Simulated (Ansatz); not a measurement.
# Ca on Nb(110): change of the work function, part 2 of 3

Wanted: Δφ(θ) for Ca/Nb(110), starting from the hollow site.

Ansatz 0.2.0; plane-wave DFT, PBE, Ansatz PAW.

So far, work function, upper face (eV): step 2 (the clean slab) 4.49.

**3. The covered slab, k-mesh 4×4×1, coverage 0.111 ML**

System of this step: Ca/Nb(110). The cell holds 37 atoms: 36 Nb and 1 Ca. Cell: a = 8.574 Å, b = 8.574 Å, c = 28.069 Å, α = 90.0°, β = 90.0°, γ = 70.5°. Vacuum lies along c.

The clean slab as it ended is repeated in the plane and the adsorbate is set on one face; the cell's size fixes the coverage, and the k-mesh shrinks with it to keep the sampling density about even. Adsorbate and upper layers relax, since the dipole depends on the height.

input.yaml

```yaml
crystal:
  lattice:
    - [7.0003571337, -4.95, 0.0]
    - [7.0003571337, 4.95, 0.0]
    - [0.0, 0.0, 28.0685224909]
  atoms:
    - { symbol: Nb, position: [0.0, 0.0, 0.3206438815] }
    - { symbol: Nb, position: [0.1666666667, 0.1666666667, 0.403778018] }
    - { symbol: Nb, position: [0.0, 0.0, 0.4879515619] }
    - { symbol: Nb, position: [0.1666666667, 0.1666666667, 0.5681320161] }
    - { symbol: Nb, position: [0.0, 0.3333333333, 0.3206438815] }
    - { symbol: Nb, position: [0.1666666667, 0.5, 0.403778018] }
    - { symbol: Nb, position: [0.0, 0.3333333333, 0.4879515619] }
    - { symbol: Nb, position: [0.1666666667, 0.5, 0.5681320161] }
    - { symbol: Nb, position: [0.0, 0.6666666667, 0.3206438815] }
    - { symbol: Nb, position: [0.1666666667, 0.8333333333, 0.403778018] }
    - { symbol: Nb, position: [0.0, 0.6666666667, 0.4879515619] }
    - { symbol: Nb, position: [0.1666666667, 0.8333333333, 0.5681320161] }
    - { symbol: Nb, position: [0.3333333333, 0.0, 0.3206438815] }
    - { symbol: Nb, position: [0.5, 0.1666666667, 0.403778018] }
    - { symbol: Nb, position: [0.3333333333, 0.0, 0.4879515619] }
    - { symbol: Nb, position: [0.5, 0.1666666667, 0.5681320161] }
    - { symbol: Nb, position: [0.3333333333, 0.3333333333, 0.3206438815] }
    - { symbol: Nb, position: [0.5, 0.5, 0.403778018] }
    - { symbol: Nb, position: [0.3333333333, 0.3333333333, 0.4879515619] }
    - { symbol: Nb, position: [0.5, 0.5, 0.5681320161] }
    - { symbol: Nb, position: [0.3333333333, 0.6666666667, 0.3206438815] }
    - { symbol: Nb, position: [0.5, 0.8333333333, 0.403778018] }
    - { symbol: Nb, position: [0.3333333333, 0.6666666667, 0.4879515619] }
    - { symbol: Nb, position: [0.5, 0.8333333333, 0.5681320161] }
    - { symbol: Nb, position: [0.6666666667, 0.0, 0.3206438815] }
    - { symbol: Nb, position: [0.8333333333, 0.1666666667, 0.403778018] }
    - { symbol: Nb, position: [0.6666666667, 0.0, 0.4879515619] }
    - { symbol: Nb, position: [0.8333333333, 0.1666666667, 0.5681320161] }
    - { symbol: Nb, position: [0.6666666667, 0.3333333333, 0.3206438815] }
    - { symbol: Nb, position: [0.8333333333, 0.5, 0.403778018] }
    - { symbol: Nb, position: [0.6666666667, 0.3333333333, 0.4879515619] }
    - { symbol: Nb, position: [0.8333333333, 0.5, 0.5681320161] }
    - { symbol: Nb, position: [0.6666666667, 0.6666666667, 0.3206438815] }
    - { symbol: Nb, position: [0.8333333333, 0.8333333333, 0.403778018] }
    - { symbol: Nb, position: [0.6666666667, 0.6666666667, 0.4879515619] }
    - { symbol: Nb, position: [0.8333333333, 0.8333333333, 0.5681320161] }
    - { symbol: Ca, position: [0.28, 0.28, 0.6793561185] }
kpoints:
  mp_grid: { grid: [4, 4, 1] }
hamiltonian:
  xc: pbe
scf:
  occupations: { method: fermi_dirac, width: 0.1 }
  convergence: { dr2_threshold: 1.0e-08 }
efield:
  axis: 3
  dipole_correction: true
  ramp_position: 0.97
  ramp_width: 0.06
relax:
  f_tol: 0.02
  max_steps: 60
  constraints:
    - { sites: [0, 1, 4, 5, 8, 9, 12, 13, 16, 17, 20, 21, 24, 25, 28, 29, 32, 33] }
output:
  write_potential: true
  write_density: true
  volumetric_format: npy
```

Command:

```console
ansatz run input.yaml --threads 4 --pin off --max-ram 16384MiB --backend cpu --events-out ev --progress --plain --runs-dir out
```

Numbers of over 12 decimals in the logs are rounded to 6 here.

The log of the run:

```text
[...]
Crystal: 37 atoms, lattice volume = 1945.248 Å³
Basis set: ecut = 420 eV, 38039 PW (Γ), exchange–correlation on 120×120×384 points (8 copies of the dense FFT grid, shifted against one another)
Bands: 287, of which v1, the nominal top of the filled ones, is band 239 counted from 1 (238 counted from 0)
Symmetry: 2 space group operations
[...]
k-points: 7 of 16 (time reversal used)
[...]
SCF iter   1: F=—  HF=-165683.067614 eV  |F-HF|=—  |Δ(HF+E_count)|=         —  Δρ=8.72e-3  dr2=2.76e1  ethr=1.77e-3  p=0.697 e·Å  D=6.48e-2 V/Å  ΔV_dip=-1.82 eV  dr2_dipole=4.68e-2  V_vac-E_F(+/−)=3.06/4.88 eV  ⟨swp⟩=13.6  Hψ=11540  notcnv=0
[...]
SCF iter  10: F=-165682.185736 eV  HF=-165682.185736 eV  |F-HF|=2.56e-9  |Δ(HF+E_count)|=   3.12e-8  Δρ=2.39e-7  dr2=2.96e-9  ethr=2.09e-12  p=0.743 e·Å  D=6.92e-2 V/Å  ΔV_dip=-1.94 eV  dr2_dipole=2.49e-10  V_vac-E_F(+/−)=2.58/4.52 eV  ⟨swp⟩=11.0  Hψ=13639  notcnv=0
SCF 1 converged in 10 iterations: F = -165682.185736 eV  dr2 = 2.96e-9
[...]
relax step   1: F+E_penalty+E_count = -165682.18573554 eV  Δ(F+E_penalty+E_count) = +0.000e0 eV  max|allowed force component| = 1.207e0 eV/Å  Δτ_max = 0.0000 Å  (10 SCF iters, accepted)
[...]
SCF iter   9: F=-165682.409107 eV  HF=-165682.409107 eV  |F-HF|=1.57e-9  |Δ(HF+E_count)|=   3.96e-8  Δρ=3.20e-7  dr2=8.56e-9  ethr=1.00e-12  p=0.749 e·Å  D=6.97e-2 V/Å  ΔV_dip=-1.96 eV  dr2_dipole=2.02e-9  V_vac-E_F(+/−)=2.57/4.52 eV  ⟨swp⟩=10.6  Hψ=14076  notcnv=0
SCF 2 converged in 9 iterations: F = -165682.409107 eV  dr2 = 8.56e-9
[...]
relax step   2: F+E_penalty+E_count = -165682.40910707 eV  Δ(F+E_penalty+E_count) = -2.234e-1 eV  max|allowed force component| = 9.445e-1 eV/Å  Δτ_max = 0.1987 Å  (9 SCF iters, accepted)
SCF iter   1: F=—  HF=-165682.600592 eV  |F-HF|=—  |Δ(HF+E_count)|=         —  Δρ=2.63e-3  dr2=1.23e0  ethr=9.08e-4  p=0.749 e·Å  D=6.97e-2 V/Å  ΔV_dip=-1.96 eV  dr2_dipole=3.03e-1  V_vac-E_F(+/−)=2.58/4.53 eV  ⟨swp⟩=7.1  Hψ=5778  notcnv=0
[...]
SCF iter   9: F=-165682.552266 eV  HF=-165682.552266 eV  |F-HF|=1.11e-8  |Δ(HF+E_count)|=   9.07e-8  Δρ=4.24e-7  dr2=7.12e-9  ethr=2.09e-12  p=0.712 e·Å  D=6.63e-2 V/Å  ΔV_dip=-1.86 eV  dr2_dipole=1.61e-11  V_vac-E_F(+/−)=2.66/4.52 eV  ⟨swp⟩=10.7  Hψ=14235  notcnv=0
SCF 3 converged in 9 iterations: F = -165682.552266 eV  dr2 = 7.12e-9
relax step   3: F+E_penalty+E_count = -165682.55226614 eV  Δ(F+E_penalty+E_count) = -1.432e-1 eV  max|allowed force component| = 2.637e-1 eV/Å  Δτ_max = 0.1968 Å  (9 SCF iters, accepted)
[...]
relax step   4: F+E_penalty+E_count = -165682.57052087 eV  Δ(F+E_penalty+E_count) = -1.825e-2 eV  max|allowed force component| = 1.650e-1 eV/Å  Δτ_max = 0.1580 Å  (9 SCF iters, accepted)
[...]
relax step   5: F+E_penalty+E_count = -165682.58057889 eV  Δ(F+E_penalty+E_count) = -1.006e-2 eV  max|allowed force component| = 5.936e-2 eV/Å  Δτ_max = 0.1506 Å  (8 SCF iters, accepted)
[...]
relax step   6: F+E_penalty+E_count = -165682.58420825 eV  Δ(F+E_penalty+E_count) = -3.629e-3 eV  max|allowed force component| = 5.248e-2 eV/Å  Δτ_max = 0.1189 Å  (8 SCF iters, accepted)
[...]
relax step   7: F+E_penalty+E_count = -165682.58977710 eV  Δ(F+E_penalty+E_count) = -5.569e-3 eV  max|allowed force component| = 5.278e-2 eV/Å  Δτ_max = 0.2000 Å  (9 SCF iters, accepted)
[...]
relax step   8: F+E_penalty+E_count = -165682.59240052 eV  Δ(F+E_penalty+E_count) = -2.623e-3 eV  max|allowed force component| = 2.342e-2 eV/Å  Δτ_max = 0.1965 Å  (8 SCF iters, accepted)
SCF iter   1: F=—  HF=-165682.592763 eV  |F-HF|=—  |Δ(HF+E_count)|=         —  Δρ=3.52e-4  dr2=3.89e-3  ethr=9.24e-6  p=0.687 e·Å  D=6.40e-2 V/Å  ΔV_dip=-1.80 eV  dr2_dipole=1.38e-6  V_vac-E_F(+/−)=2.73/4.53 eV  ⟨swp⟩=5.0  Hψ=5683  notcnv=0
[...]
SCF iter   7: F=-165682.592763 eV  HF=-165682.592763 eV  |F-HF|=1.54e-8  |Δ(HF+E_count)|=   6.24e-8  Δρ=4.26e-7  dr2=5.21e-9  ethr=2.09e-12  p=0.687 e·Å  D=6.39e-2 V/Å  ΔV_dip=-1.79 eV  dr2_dipole=3.36e-11  V_vac-E_F(+/−)=2.73/4.53 eV  ⟨swp⟩=10.4  Hψ=14389  notcnv=0
SCF 9 converged in 7 iterations: F = -165682.592763 eV  dr2 = 5.21e-9
relax step   9: F+E_penalty+E_count = -165682.59276344 eV  Δ(F+E_penalty+E_count) = -3.629e-4 eV  max|allowed force component| = 1.413e-2 eV/Å  Δτ_max = 0.0476 Å  (7 SCF iters, accepted)
NSCF: frozen V_eff on 7 k-points
the band table was solved once a step of the walk had ended and its energy, with any forces and stress, was formed, with the checks that follow a solve (7556 applications of the Hamiltonian). They found nothing against the state; the energy, forces and stress were not computed again (output.eigenvalues in the input reference)
[...]
SCF converged after 7 iterations
Free energy (F): -165682.592763 eV
[...]
Internal energy: -165680.998283 eV  (E = F + TS)
E sigma→0 (E₀):  -165681.795523 eV
Entropy (-TS):   -1.594480 eV (-43.094 meV/atom)
Fermi energy:    3.830929 eV
Dipole field:    D = 0.063948 V/Å  (p = 0.687446 e·Å, saw-weighted, corrected)
Work function:   Φ+ = 2.7311 eV   Φ− = 4.5260 eV
[...]
--- Forces (eV/Å), atoms counted from 1 ---
  atom   1  Nb     0.00007859    -0.00000000     0.33910929
  atom   2  Nb    -0.03047975     0.00000000    -0.34960941
  atom   3  Nb    -0.00604431    -0.00000000     0.00301625
  atom   4  Nb     0.01149276    -0.00000000    -0.01412809
  atom   5  Nb    -0.00974886    -0.00639783     0.33615635
  atom   6  Nb     0.00326686    -0.04335722    -0.36357500
  atom   7  Nb    -0.00528012     0.00657384     0.00246190
  atom   8  Nb    -0.00376971    -0.00206976     0.00712851
  atom   9  Nb    -0.00033732     0.00170634     0.32786533
  atom  10  Nb     0.04121620    -0.00191350    -0.30917571
  atom  11  Nb    -0.00229123     0.00332843     0.00186836
  atom  12  Nb    -0.00073574    -0.00282580    -0.00206850
  atom  13  Nb    -0.00974886     0.00639783     0.33615635
  atom  14  Nb     0.00326686     0.04335722    -0.36357500
  atom  15  Nb    -0.00528012    -0.00657384     0.00246190
  atom  16  Nb    -0.00376971     0.00206976     0.00712851
  atom  17  Nb    -0.00029481    -0.00000000     0.34610449
  atom  18  Nb     0.03688789     0.00000000    -0.34992084
  atom  19  Nb    -0.00403060     0.00000000    -0.00027142
  atom  20  Nb     0.00675540     0.00000000    -0.00711140
  atom  21  Nb     0.00974376    -0.00634728     0.33663658
  atom  22  Nb    -0.03708858     0.00187523    -0.30606405
  atom  23  Nb    -0.00418656    -0.00249466     0.00486317
  atom  24  Nb    -0.00121904    -0.00068168     0.00152681
  atom  25  Nb    -0.00033732    -0.00170634     0.32786533
  atom  26  Nb     0.04121620     0.00191350    -0.30917571
  atom  27  Nb    -0.00229123    -0.00332843     0.00186836
  atom  28  Nb    -0.00073574     0.00282580    -0.00206850
  atom  29  Nb     0.00974376     0.00634728     0.33663658
  atom  30  Nb    -0.03708858    -0.00187523    -0.30606405
  atom  31  Nb    -0.00418656     0.00249466     0.00486317
  atom  32  Nb    -0.00121904     0.00068168     0.00152681
  atom  33  Nb    -0.00005278    -0.00000000     0.33881561
  atom  34  Nb     0.00323539     0.00000000    -0.38160903
  atom  35  Nb     0.00196627     0.00000000    -0.00221674
  atom  36  Nb     0.00074671     0.00000000    -0.00319509
  atom  37  Ca     0.00065191    -0.00000000     0.00576345
  max |Σ_I F_I| component: 5.20e-5 eV/Å
--- Band table (eV; the first three rows and the last of 7) ---
  k-point 0: bands = [... 235 lower, 3.9642, 4.0064, 4.0105, 4.0208, 4.0525, 4.0577, 4.1225, 4.1350, ... 44 higher]
  k-point 1: bands = [... 235 lower, 3.7715, 3.8035, 3.8082, 3.8915, 3.8982, 3.9419, 3.9657, 3.9780, ... 44 higher]
  k-point 2: bands = [... 235 lower, 3.6341, 3.6428, 3.6846, 3.7609, 3.7799, 3.8785, 3.9009, 3.9704, ... 44 higher]
  k-point 6: bands = [... 235 lower, 3.6165, 3.6707, 3.6974, 3.7004, 3.7348, 3.7927, 3.7937, 3.7961, ... 44 higher]
--- Relaxed structure (9 steps of the walk, 9 accepted, 0 SCFs on fresh bases) ---
  F+E_penalty+E_count = -165682.59276344 eV   max|allowed force component| = 1.413e-2 eV/Å
  atoms:
    - { symbol: Nb, position: [0.0, 0.0, 0.3206438815] }
    - { symbol: Nb, position: [0.166667, 0.166667, 0.403778018] }
    - { symbol: Nb, position: [-0.000439725, -0.000439725, 0.487852] }
    - { symbol: Nb, position: [0.163665, 0.163665, 0.568881] }
    - { symbol: Nb, position: [5.551115123125783e-17, 0.3333333333, 0.3206438815] }
    - { symbol: Nb, position: [0.166667, 0.5, 0.403778018] }
    - { symbol: Nb, position: [-0.000657092, 0.332465, 0.487869] }
    - { symbol: Nb, position: [0.165420, 0.501617, 0.566487] }
    - { symbol: Nb, position: [1.1102230246251565e-16, 0.6666666667, 0.3206438815] }
    - { symbol: Nb, position: [0.166667, 0.8333333333, 0.403778018] }
    - { symbol: Nb, position: [-0.000912897, 0.667771, 0.487141] }
    - { symbol: Nb, position: [0.166545, 0.831602, 0.569588] }
    - { symbol: Nb, position: [0.3333333333, 5.551115123125783e-17, 0.3206438815] }
    - { symbol: Nb, position: [0.5, 0.166667, 0.403778018] }
    - { symbol: Nb, position: [0.332465, -0.000657092, 0.487869] }
    - { symbol: Nb, position: [0.501617, 0.165420, 0.566487] }
    - { symbol: Nb, position: [0.333333, 0.333333, 0.3206438815] }
    - { symbol: Nb, position: [0.5, 0.5, 0.403778018] }
    - { symbol: Nb, position: [0.333457, 0.333457, 0.487759] }
    - { symbol: Nb, position: [0.502849, 0.502849, 0.568878] }
    - { symbol: Nb, position: [0.333333, 0.6666666667, 0.3206438815] }
    - { symbol: Nb, position: [0.5, 0.833333, 0.403778018] }
    - { symbol: Nb, position: [0.334325, 0.667662, 0.487857] }
    - { symbol: Nb, position: [0.500195, 0.835340, 0.569553] }
    - { symbol: Nb, position: [0.6666666667, 1.1102230246251565e-16, 0.3206438815] }
    - { symbol: Nb, position: [0.8333333333, 0.166667, 0.403778018] }
    - { symbol: Nb, position: [0.667771, -0.000912897, 0.487141] }
    - { symbol: Nb, position: [0.831602, 0.166545, 0.569588] }
    - { symbol: Nb, position: [0.6666666667, 0.333333, 0.3206438815] }
    - { symbol: Nb, position: [0.833333, 0.5, 0.403778018] }
    - { symbol: Nb, position: [0.667662, 0.334325, 0.487857] }
    - { symbol: Nb, position: [0.835340, 0.500195, 0.569553] }
    - { symbol: Nb, position: [0.666667, 0.666667, 0.3206438815] }
    - { symbol: Nb, position: [0.8333333333, 0.8333333333, 0.403778018] }
    - { symbol: Nb, position: [0.667258, 0.667258, 0.487880] }
    - { symbol: Nb, position: [0.833408, 0.833408, 0.569093] }
    - { symbol: Ca, position: [0.332599, 0.332599, 0.660703] }
```

The job ended after 26 min (4 threads of Arm Neoverse V1, shared host; peak memory 10 GiB).

Step by step:

```csv
step,energy less that of the first step (eV),largest force component (eV/Å)
1,0.0000,1.2074
2,-0.2234,0.9445
3,-0.3665,0.2637
4,-0.3848,0.1650
5,-0.3948,0.0594
6,-0.3985,0.0525
7,-0.4040,0.0528
8,-0.4067,0.0234
9,-0.4070,0.0141
```

Forces are held to the 2 operations that the run works with; a distortion that breaks them can't arise in this run.

The atoms that moved most (Å):

```csv
atom,dx,dy,dz,length
Ca37,0.736,0.000,-0.524,0.904
Nb8,0.003,0.014,-0.046,0.048
Nb16,0.003,-0.014,-0.046,0.048
Nb4,-0.042,0.000,0.021,0.047
Nb20,0.040,0.000,0.021,0.045
Nb24,0.015,0.009,0.040,0.044
Nb32,0.015,-0.009,0.040,0.044
Nb28,-0.013,0.008,0.041,0.044
```

Final coordinates:

```xyz
37
Lattice="7.0004 -4.9500 0.0000 7.0004 4.9500 0.0000 0.0000 0.0000 28.0685" Properties=species:S:1:pos:R:3
Nb    0.0000    0.0000    9.0000
Nb    2.3335    0.0000   11.3335
Nb   -0.0062    0.0000   13.6933
Nb    2.2914    0.0000   15.9677
Nb    2.3335    1.6500    9.0000
Nb    4.6669    1.6500   11.3335
Nb    2.3228    1.6490   13.6938
Nb    4.6695    1.6642   15.9005
Nb    4.6669    3.3000    9.0000
Nb    7.0004    3.3000   11.3335
Nb    4.6682    3.3100   13.6733
Nb    6.9874    3.2920   15.9875
Nb    2.3335   -1.6500    9.0000
Nb    4.6669   -1.6500   11.3335
Nb    2.3228   -1.6490   13.6938
Nb    4.6695   -1.6642   15.9005
Nb    4.6669    0.0000    9.0000
Nb    7.0004    0.0000   11.3335
Nb    4.6686    0.0000   13.6907
Nb    7.0402    0.0000   15.9676
Nb    7.0004    1.6500    9.0000
Nb    9.3338    1.6500   11.3335
Nb    7.0143    1.6500   13.6934
Nb    9.3492    1.6590   15.9865
Nb    4.6669   -3.3000    9.0000
Nb    7.0004   -3.3000   11.3335
Nb    4.6682   -3.3100   13.6733
Nb    6.9874   -3.2920   15.9875
Nb    7.0004   -1.6500    9.0000
Nb    9.3338   -1.6500   11.3335
Nb    7.0143   -1.6500   13.6934
Nb    9.3492   -1.6590   15.9865
Nb    9.3338    0.0000    9.0000
Nb   11.6673    0.0000   11.3335
Nb    9.3421    0.0000   13.6941
Nb   11.6683    0.0000   15.9736
Ca    4.6566    0.0000   18.5450
```

This step gave:

| Item | Value |
| --- | --- |
| energy at zero smearing | -165681.7955 eV |
| work function, upper face | 2.731 eV |
| work function, lower face | 4.526 eV |
| dipole along the normal | 0.6874 e·Å |
| step between the vacuum levels | -1.795 eV |

Running mean over 2.333 Å of the planar mean; the ramp of the sawtooth is left out. Table of electron's electrostatic potential energy less the Fermi level by z:

```csv
z (Å),electron's electrostatic potential energy less the Fermi level (eV)
4,4.52
5,4.51
6,4.34
7,2.79
8,-5.88
9,-11.0
10,-11.0
11,-10.9
12,-10.8
13,-10.8
14,-11.1
15,-11.6
16,-11.0
17,-5.85
18,1.27
19,1.92
20,2.39
21,2.68
22,2.72
23,2.73
24,2.73
```

The relaxation took 9 steps and lowered the energy by 0.41 eV; the largest force on the free atoms ends at 0.014 eV/Å.

The covered face has 2.73 eV, -1.76 eV against the clean one; the bare back face has moved by -0.00 eV, a measure of how thin the slab is.

[end of part 2 of 3]

[Logs are printed without paths, hosts, clocks, repeated set-up lines and the standing remarks that a program may print on its own settings, such as how far it seeks lower states.]

[Hosts, paths, dates, database ids (printed as entryN), source tags and the programs' standing remarks are cut or masked in the printed files.]

[Maps of the electrostatic potential energy from Ansatz leave out the sawtooth potential of an applied field or a dipole correction, so their vacuum need not be flat; planar profiles and work functions include it.]
